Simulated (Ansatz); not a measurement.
# RbVS3 in I4/mcm, a phase reached by a soft mode: a soft mode frozen in

Which phase does RbVS3 in I4/mcm, a phase reached by a soft mode fall into along its unstable mode, and how much energy does it gain?

Program: Ansatz 0.2.0. Level of theory: DFT PBEsol, scalar-relativistic, plane waves, PAW; PAW set soft_1. Results are calculated unless marked as measured.

The structure was built from a prototype and need not be the compound's stable phase.

## 1. The structure

Symmetry: I4/mcm, No. 140, tetragonal system. Conventional cell: a = 6.595 Å, b = 6.595 Å, c = 9.276 Å, α = 90.00°, β = 90.00°, γ = 90.00°. Rb has 12 S at 3.29 to 3.30 Å nearest. Nearest to V lie 6 S at 2.24 to 2.42 Å. Nearest to S lie 2 V at 2.32 Å and 4 Rb at 3.30 Å. Nearest to S lie 2 V at 2.24 to 2.42 Å and 4 Rb at 3.29 Å. Farther neighbours and most contacts between anions are not listed.

## 2. Linear response at the zone centre

This phase was reached earlier by freezing in an unstable mode of a structure of higher symmetry and relaxing. Its zone-centre modes can show that it is still unstable.

input.yaml reads:

```yaml
crystal:
  lattice:
    - [-3.2974602765, 3.2974602765, 4.637940288]
    - [3.2974602765, -3.2974602765, 4.637940288]
    - [3.2974602765, 3.2974602765, -4.637940288]
  atoms:
    - { symbol: Rb, position: [0.75, 0.75, 0.0] }
    - { symbol: Rb, position: [0.25, 0.25, 0.0] }
    - { symbol: V, position: [0.0, 0.5, 0.5] }
    - { symbol: V, position: [0.5, 0.0, 0.5] }
    - { symbol: S, position: [0.75, 0.25, 0.5] }
    - { symbol: S, position: [0.25, 0.75, 0.5] }
    - { symbol: S, position: [0.7401579502, 0.2401579502, 0.9803159004] }
    - { symbol: S, position: [0.2598420498, 0.7598420498, 0.0196840996] }
    - { symbol: S, position: [0.2401579502, 0.2598420498, 0.5] }
    - { symbol: S, position: [0.7598420498, 0.7401579502, 0.5] }
kpoints:
  mp_grid: { grid: [8, 8, 8] }
hamiltonian:
  xc: pbesol
  pseudopotentials: { kind: paw, azcp: { folder: soft_1 }, xc_functional: pbe }
scf:
  occupations: { method: methfessel_paxton, width: 0.2 }
output:
  eigenvalues: true
phonons:
  method: dfpt
```

Launch:

```sh
$ ansatz run input.yaml --threads 4 --pin off --max-ram 16384MiB --backend cpu --events-out ev --progress --plain --runs-dir out
```

Numbers of over 12 decimals in the logs are rounded to 6 here.

The log of the run:

```text
Engine: ansatz 0.2.0, aarch64-unknown-linux-gnu
Pseudopotentials: kind: paw
Pseudopotential: Rb, paw, valence charge 9, recommended cutoff 420 eV (normal), soft_1/Rb.paw.azcp
Pseudopotential: V, paw, valence charge 13, recommended cutoff 420 eV (normal), soft_1/V.paw.azcp
Pseudopotential: S, paw, valence charge 6, recommended cutoff 420 eV (normal), soft_1/S.paw.azcp
Functional definition: PBEsol
  exchange = pbesol_x
  correlation = pbesol_c
Crystal: 10 atoms, lattice volume = 201.718 Å³
Basis set: ecut = 420 eV, 3839 PW (Γ), exchange–correlation on 96×96×96 points (8 copies of the dense FFT grid, shifted against one another)
Bands: 50, of which v1, the nominal top of the filled ones, is band 40 counted from 1 (39 counted from 0)
Symmetry: 16 space group operations
k-points: 260 of 512 (irreducible under 1 space group operation, time reversal used)
Non-local potential: Rb, projectors of the file, l = 0: 3, l = 1: 2, l = 2: 2
Non-local potential: V, projectors of the file, l = 0: 3, l = 1: 2, l = 2: 3, l = 3: 1
Non-local potential: S, projectors of the file, l = 0: 2, l = 1: 2, l = 2: 1
PAW form: soft (Blöchl's): semilocal exchange-correlation on the pseudo side does not see the compensation charge
PAW frozen core: Rb, regenerated for the run's functional, and the local potential with it (the file was generated under x = pbe(κ = 0.804, μ = 0.219515), c = pbe(β = 0.066725))
PAW frozen core: V, regenerated for the run's functional, and the local potential with it (the file was generated under x = pbe(κ = 0.804, μ = 0.219515), c = pbe(β = 0.066725))
PAW frozen core: S, regenerated for the run's functional, and the local potential with it (the file was generated under x = pbe(κ = 0.804, μ = 0.219515), c = pbe(β = 0.066725))
PAW one-centre angular grid: Rb, 110 points (default); XC on 64 Gauss nodes
PAW one-centre angular grid: V, 590 points (default); XC on 64 Gauss nodes
PAW one-centre angular grid: S, 110 points (default); XC on 64 Gauss nodes
Initial density: superposition of atomic densities (chi_scale 0.1, normalization cell, long waves kept (reshape's long-wave potential 0.00 eV rms))
Initial wavefunctions: pseudopotential atomic-orbital guess
Functional: x = pbesol(κ = 0.804, μ = 0.123457), c = pbesol(β = 0.046)
SCF iter   1: F=—  HF=-17522.778163 eV  |F-HF|=—  |Δ(HF+E_count)|=         —  Δρ=3.22e-2  dr2=3.18e0  ethr=3.10e-3  ⟨swp⟩=8.8  Hψ=57587  notcnv=0
preconditioner: auto → Kerker (q_TF=auto, 2.339 Å⁻¹)  [metal: Δε(μ)=0.038 eV  Ē_g=7.743 eV  σ=0.200 eV  W_gap=0.16  n_scr=58 (ndim 8)  ℏωp=20.3 eV  f_vac=0.000  D(μ)=2.11/eV (n_scr^D=14)]
SCF iter   2: F=—  HF=-17522.090354 eV  |F-HF|=—  |Δ(HF+E_count)|=   6.88e-1  S|Δr|=    0.00e0  Δρ=1.89e-2  dr2=1.21e0  ethr=3.10e-3  ⟨swp⟩=2.0  Hψ=16894  notcnv=0
SCF iter   3: F=—  HF=-17521.718327 eV  |F-HF|=—  |Δ(HF+E_count)|=   3.72e-1  S|Δr|=    0.00e0  Δρ=4.36e-3  dr2=5.45e-2  ethr=1.51e-3  ⟨swp⟩=2.1  Hψ=23938  notcnv=0
SCF iter   4: F=—  HF=-17521.712369 eV  |F-HF|=—  |Δ(HF+E_count)|=   5.96e-3  S|Δr|=    0.00e0  Δρ=1.62e-3  dr2=1.09e-2  ethr=6.82e-5  ⟨swp⟩=1.8  Hψ=19132  notcnv=0
SCF iter   5: F=—  HF=-17521.709957 eV  |F-HF|=—  |Δ(HF+E_count)|=   2.41e-3  S|Δr|=    0.00e0  Δρ=4.11e-4  dr2=4.41e-4  ethr=1.36e-5  ⟨swp⟩=2.0  Hψ=20982  notcnv=0
SCF iter   6: F=—  HF=-17521.709990 eV  |F-HF|=—  |Δ(HF+E_count)|=   3.30e-5  S|Δr|=    0.00e0  Δρ=9.14e-5  dr2=2.71e-5  ethr=5.51e-7  ⟨swp⟩=2.0  Hψ=19252  notcnv=0
SCF iter   7: F=—  HF=-17521.710000 eV  |F-HF|=—  |Δ(HF+E_count)|=   1.03e-5  S|Δr|=    0.00e0  Δρ=2.53e-5  dr2=2.74e-6  ethr=3.39e-8  ⟨swp⟩=2.7  Hψ=21407  notcnv=0
SCF iter   8: F=—  HF=-17521.710117 eV  |F-HF|=—  |Δ(HF+E_count)|=   1.16e-4  S|Δr|=    0.00e0  Δρ=8.44e-6  dr2=2.47e-7  ethr=3.43e-9  ⟨swp⟩=2.4  Hψ=21753  notcnv=0
SCF iter   9: F=—  HF=-17521.710117 eV  |F-HF|=—  |Δ(HF+E_count)|=   5.16e-8  S|Δr|=    0.00e0  Δρ=3.56e-6  dr2=2.99e-8  ethr=3.09e-10  ⟨swp⟩=2.2  Hψ=20324  notcnv=0
SCF iter  10: F=—  HF=-17521.710117 eV  |F-HF|=—  |Δ(HF+E_count)|=   1.62e-8  S|Δr|=    0.00e0  Δρ=9.50e-7  dr2=2.01e-9  ethr=3.73e-11  ⟨swp⟩=2.3  Hψ=20825  notcnv=0
SCF iter  11: F=—  HF=-17521.710117 eV  |F-HF|=—  |Δ(HF+E_count)|=   1.78e-9  S|Δr|=    0.00e0  Δρ=2.39e-7  dr2=9.68e-11  ethr=2.51e-12  ⟨swp⟩=2.0  Hψ=20115  notcnv=0
SCF iter  12: F=-17521.710117 eV  HF=-17521.710117 eV  |F-HF|=0.00e0  |Δ(HF+E_count)|=  3.64e-11  S|Δr|=    0.00e0  Δρ=5.08e-8  dr2=5.29e-12  ethr=1.00e-12  ⟨swp⟩=6.4  Hψ=63188  notcnv=0
SCF 1 converged in 12 iterations: F = -17521.710117 eV  dr2 = 5.29e-12
  greatest PAW one-centre occupation: 1.000 electrons in one spin orbital (limit 2), on the V atom at site 3 (counted from 0), in its partial waves of l = 0
DFPT response loops at Γ: preconditioner auto → Kerker (q_TF=auto, 2.339 Å⁻¹) (partly filled bands, converged f_vac=0.000); β = 1.00, the filter's whole step (`scf.mixing.beta` (0.50) is not read by the response loops under this deck's `scf.mixing.preconditioner`; to damp them name `kerker` or `kerker_dos`, under which they read `scf.mixing.beta`, and type it under 1.00, their step now; both keys bind the ground state too); Broyden in place of MSR1
SCF converged after 12 iterations
Stability not checked: this state was not tested for a lower state beside it, because cold or Methfessel-Paxton smearing, or corrected tetrahedra, fill the levels in a way that the test cannot read (fill_not_monotonic; see scf.lower_state_search)
Free energy (F): -17521.710117 eV
Harris-Foulkes:  -17521.710117 eV  (|F-HF|=0.00e0)
Internal energy: -17521.742246 eV  (E = F + TS)
E sigma→0 (E₀):  -17521.718149 eV
Entropy (-TS):   0.032129 eV (3.213 meV/atom)
Fermi energy:    7.762991 eV
Step filling:    the computed levels leave a gap of 0.0180 eV = 0.1 smearing widths at the electron count; against every level under it full and every level over it empty, smearing changes F+E_penalty+E_count by +11.510 meV and its σ→0 estimate by +3.478 meV
--- Per-component energies (eV) ---
  E_band       = -574.310487
  E_kinetic    = 1589.214292
  E_local      = -4957.469950  (includes V_loc(G=0)·N_el)
  E_nonlocal   = 747.474453
  E_hartree    = 1826.452663
  E_xc         = -1003.901707
  E_vxc        = -1045.425844  (∫ρ·V_xc dr)
  E_paw        = -10896.205470  (= ΣΔE_a)
  E_vpaw       = -561.010659  (= ΣTr[D̂ρ^β])
  E_aug_tail   = 0.001978  (compensation charges beyond the density's cutoff)
  E_ewald      = -4828.226901
  E_core_change = 0.918397  (= ΣΔE_core)
  E_smearing   = 0.032129  (= −TS)
  E_closure    = 0.000000  (closes the sum)
  Σ components = -17521.710117   (vs F -17521.710117, Δ=0.00e0)
--- Band table (eV; the first three rows and the last of 260) ---
  k-point 0: bands = [... 36 lower, 6.7764, 7.6053, 7.6053, 7.6258, 8.0781, 8.1238, 8.1453, 8.1453, ... 6 higher]
  k-point 1: bands = [... 36 lower, 7.0228, 7.0577, 7.6366, 7.7263, 7.9738, 8.0668, 8.1221, 8.1339, ... 6 higher]
  k-point 2: bands = [... 36 lower, 7.0297, 7.0365, 7.2147, 7.2446, 8.1068, 8.1402, 8.3154, 8.3345, ... 6 higher]
  k-point 259: bands = [... 36 lower, 6.0342, 6.7114, 7.0351, 7.0351, 8.1151, 8.1161, 8.6664, 8.7312, ... 6 higher]
--- Phonons (Γ-DFPT): 8 representative perturbations + reference, on 260 of 512 k-points (Σ response iterations 24) ---
  k mesh reduced under 1 symmetry operation, with k and −k counted as one. Each operation leaves every solved perturbation unchanged. A smaller set is not used because it would not reduce the number of displacements times k-points to solve
  ASR residual: 1.212e-4 → 0.000e0 eV/Å²; symmetrization residual: 1.374e-5 eV/Å²
  ASR residual per site (eV/Å²): 3.65e-5 3.65e-5 1.46e-5 1.46e-5 1.21e-4 1.21e-4 5.37e-5 5.37e-5 5.37e-5 5.37e-5
  Γ frequencies (cm⁻¹): -71.34 -71.34 -66.34 0.00 0.00 0.00 88.28 88.28 88.91 104.64 104.64 110.12 117.84 117.84 121.87 125.61 155.99 159.59 159.59 194.07 194.07 204.30 239.04 243.83 243.83 248.48 301.19 332.25 332.25 421.20
  non-analytic LO–TO correction: not included (Born effective charges unavailable; polar crystals: no LO–TO splitting at Γ)
```

The job ended after 13 min (4 threads of Arm Neoverse V1, shared host; peak memory 7.5 GiB).

This step gave:

```
volume per atom                                         : 20.17 Å³
gap on the k-mesh                                       : 0 eV
sum-rule residual before enforcement                    : 1.21e-4 eV/Å²
point group                                             : 4/mmm
highest optical mode at the zone centre (no LO-TO term) : 421.2 cm⁻¹
lowest optical zone-centre mode                         : -71.34 cm⁻¹
```

Patterns of degenerate modes are one choice out of their space. The modes at Γ (shares of kinetic energy by element, %) (negative means imaginary):

```
mode  frequency (cm⁻¹)  symmetry  Rb %  V %  S %
   1             -71.3        Eu     3   79   18
   2             -71.3        Eu     3   79   18
   3             -66.3       A2u     5   75   20
   4               0.0  acoustic    37   22   41
   5               0.0  acoustic    37   22   41
   6               0.0  acoustic    37   22   41
   7              88.3        Eg    95    0    5
   8              88.3        Eg    95    0    5
   9              88.9       A2g    96    0    4
  10             104.6        Eg     1    0   99
  11             104.6        Eg     1    0   99
  12             110.1       B1g     0    0  100
  13             117.8        Eu    58   11   31
  14             117.8        Eu    58   11   31
  15             121.9       B2g     0    0  100
  16             125.6       A2u    58    1   41
  17             156.0       B1u     0    1   99
  18             159.6        Eu     0    0   99
  19             159.6        Eu     0    0   99
  20             194.1        Eu     2   60   37
  21             194.1        Eu     2   60   37
  22             204.3       B1u     0   99    1
  23             239.0       A2g     4    0   96
  24             243.8        Eg     4    0   96
  25             243.8        Eg     4    0   96
  26             248.5       A1g     0    0  100
  27             301.2       A2u     0    2   98
  28             332.2        Eu     0   27   73
  29             332.2        Eu     0   27   73
  30             421.2       B2g     0    0  100
```

Displacements in mode 2 (-71.3 cm⁻¹), the largest set to 1:
```
Rb1  0.00 -0.16  0.00
Rb2  0.00 -0.16  0.00
V3   0.54  1.00  0.00
V4  -0.54  1.00  0.00
S5   0.00 -0.50  0.00
S6   0.00 -0.50  0.00
S7  -0.01 -0.33  0.00
S8  -0.01 -0.33  0.00
S9   0.01 -0.33  0.00
S10  0.01 -0.33  0.00
```

Displacements in mode 24 (243.8 cm⁻¹), the largest set to 1:
```
Rb1  0.02  0.18  0.00
Rb2 -0.02 -0.18  0.00
V3   0.00  0.00  0.00
V4   0.00  0.00  0.00
S5  -0.11  1.00  0.00
S6   0.11 -1.00  0.00
S7   0.00  0.00  0.61
S8   0.00  0.00 -0.61
S9   0.00  0.00 -0.77
S10  0.00  0.00  0.77
```

Before it was imposed, the acoustic sum rule was missed by 1.2e-4 eV/Å². Small misses are needed for a sound result but don't prove that mesh and cutoff are converged. The lowest optical mode is imaginary, 71.3i cm⁻¹, so the energy falls along it.

## 3. The mode frozen in, largest atomic shift 0 Å

The mode followed lies at Γ with frequency 71.3i cm⁻¹ and is 2-fold degenerate, the softest among the wavevectors solved. At small amplitude the distorted cell has space group no. 42 by a symmetry search on the positions. The undistorted cell that holds it gives the zero of energy on the same k mesh.

Edit input.yaml of step 2 so:

```diff
@@ -24,4 +24,4 @@
 output:
+  forces: true
+  stress: true
   eigenvalues: true
-phonons:
-  method: dfpt
```

The log of the run:

```text
[...]
Crystal: 10 atoms, lattice volume = 201.718 Å³
Basis set: ecut = 420 eV, 3839 PW (Γ), exchange–correlation on 90×90×90 points (8 copies of the dense FFT grid, shifted against one another)
Bands: 50, of which v1, the nominal top of the filled ones, is band 40 counted from 1 (39 counted from 0)
Symmetry: 16 space group operations
[...]
k-points: 59 of 512
[...]
k-point 0: bands = [... 36 lower, 6.7764, 7.6054, 7.6054, 7.6258, 8.0781, 8.1238, 8.1453, 8.1453, ... 6 higher]
  k-point 1: bands = [... 36 lower, 7.0228, 7.0578, 7.6366, 7.7263, 7.9738, 8.0668, 8.1222, 8.1339, ... 6 higher]
  k-point 2: bands = [... 36 lower, 7.0297, 7.0365, 7.2147, 7.2447, 8.1068, 8.1403, 8.3155, 8.3346, ... 6 higher]
  k-point 58: bands = [... 36 lower, 6.0342, 6.7114, 7.0351, 7.0351, 8.1151, 8.1162, 8.6664, 8.7313, ... 6 higher]
[key lines of the parts left out:]
SCF converged after 9 iterations
Free energy (F): -17521.710117 eV
Fermi energy:    7.763024 eV
P = ⅓ Tr σ = 0.0007 GPa (0.007 kbar)
```

Wall time 9.1 s (4 threads); peak memory 0.77 GiB; 35 s of CPU time.

Numbers from this step:

```
pressure                         : 7.45e-4 GPa
energy from the undistorted cell : 0 meV/atom
```

The run ends at a pressure of 0.00 GPa.

## 4. The mode frozen in, largest atomic shift 0.08 Å

The atoms are moved along the unstable eigenvector, the largest shift by 0.08 Å, with the cell fixed.

input.yaml, the sections that differ from step 3:

```yaml
crystal:
  lattice:
    - [-3.2974602765, 3.2974602765, 4.637940288]
    - [3.2974602765, -3.2974602765, 4.637940288]
    - [3.2974602765, 3.2974602765, -4.637940288]
  atoms:
    - { symbol: Rb, position: [0.7490938344, 0.7509061656, 0.0] }
    - { symbol: Rb, position: [0.2490938344, 0.2509061656, 0.0] }
    - { symbol: V, position: [0.0025676095, 0.4974323905, 0.5] }
    - { symbol: V, position: [0.5085775927, -0.0085775927, 0.5] }
    - { symbol: S, position: [0.7471886943, 0.2528113057, 0.5] }
    - { symbol: S, position: [0.2471886943, 0.7528113057, 0.5] }
    - { symbol: S, position: [0.7384003088, 0.2419155916, 0.9803159004] }
    - { symbol: S, position: [0.2580844084, 0.7615996912, 0.0196840996] }
    - { symbol: S, position: [0.2382880739, 0.2617119261, 0.5] }
    - { symbol: S, position: [0.7579721735, 0.7420278265, 0.5] }
# kpoints, hamiltonian, scf, output: as in step 3
```

The log of the run:

```text
[...]
Crystal: 10 atoms, lattice volume = 201.718 Å³
Basis set: ecut = 420 eV, 3839 PW (Γ), exchange–correlation on 90×90×90 points (8 copies of the dense FFT grid, shifted against one another)
Bands: 50, of which v1, the nominal top of the filled ones, is band 40 counted from 1 (39 counted from 0)
Symmetry: 4 space group operations
[...]
k-points: 95 of 512 (time reversal used)
[...]
k-point 0: bands = [... 36 lower, 6.8213, 7.4567, 7.6312, 7.6837, 8.1411, 8.1428, 8.1510, 8.1910, ... 6 higher]
  k-point 1: bands = [... 36 lower, 7.0648, 7.1714, 7.5370, 7.7533, 7.9816, 8.0199, 8.1324, 8.2680, ... 6 higher]
  k-point 2: bands = [... 36 lower, 7.0177, 7.1152, 7.1640, 7.3342, 8.1011, 8.1483, 8.3240, 8.3831, ... 6 higher]
  k-point 94: bands = [... 36 lower, 6.0389, 6.5669, 6.9842, 7.1747, 8.1139, 8.1851, 8.6761, 8.7365, ... 6 higher]
[key lines of the parts left out:]
SCF converged after 9 iterations
Free energy (F): -17521.713079 eV
Fermi energy:    7.759317 eV
P = ⅓ Tr σ = 0.1407 GPa (1.407 kbar)
```

It took 23 s on 4 threads; peak memory 0.88 GiB; 89 s of CPU time.

This step gave:

```yaml
pressure: 0.1407 GPa
energy_from_the_undistorted_cell: -0.298 meV/atom
```

The energy, extrapolated to zero smearing, is -0.30 meV/atom against the undistorted cell.

The run ends at a pressure of 0.14 GPa, with forces up to 0.033 eV/Å.

## 5. Energy along the mode, all amplitudes (two of the runs are shown above)

An imaginary frequency means negative curvature, so the energy should fall and then rise again as anharmonic terms take over.

This step gave:

- depth at the lowest point sampled: 0.298 meV/atom
- largest atomic shift at that point: 0.08 Å

The energy from the parent by largest atomic shift:

```
largest atomic shift (Å)  energy from the parent (meV/atom)
                   0.000                                  0
                   0.040                               -0.1
                   0.080                             -0.298
                   0.140                             -0.275
                   0.220                               1.26
                   0.320                               8.54
```

Displacement at unit largest shift by atom:

```
atom   x (Å)   y (Å)  z (Å)   size
 Rb1   0.075  -0.075  0.000  0.106
 Rb2   0.075  -0.075  0.000  0.106
  V3  -0.212   0.212  0.000  0.300
  V4  -0.707   0.707  0.000  1.000
  S5   0.232  -0.232  0.000  0.328
  S6   0.232  -0.232  0.000  0.328
  S7   0.145  -0.145  0.000  0.205
  S8   0.145  -0.145  0.000  0.205
  S9   0.154  -0.154  0.000  0.218
 S10   0.154  -0.154  0.000  0.218
```

The lowest of the steps tried is at 0.08 Å, 0.298 meV/atom below the parent; the bottom of the well need not coincide with a step.

(Continued in part 2 of 3.)

[Logs are printed without paths, hosts, clocks, repeated set-up lines and the standing remarks that a program may print on its own settings, such as how far it seeks lower states.]

[Hosts, paths, dates, database ids (printed as entryN), source tags and the programs' standing remarks are cut or masked in the printed files.]
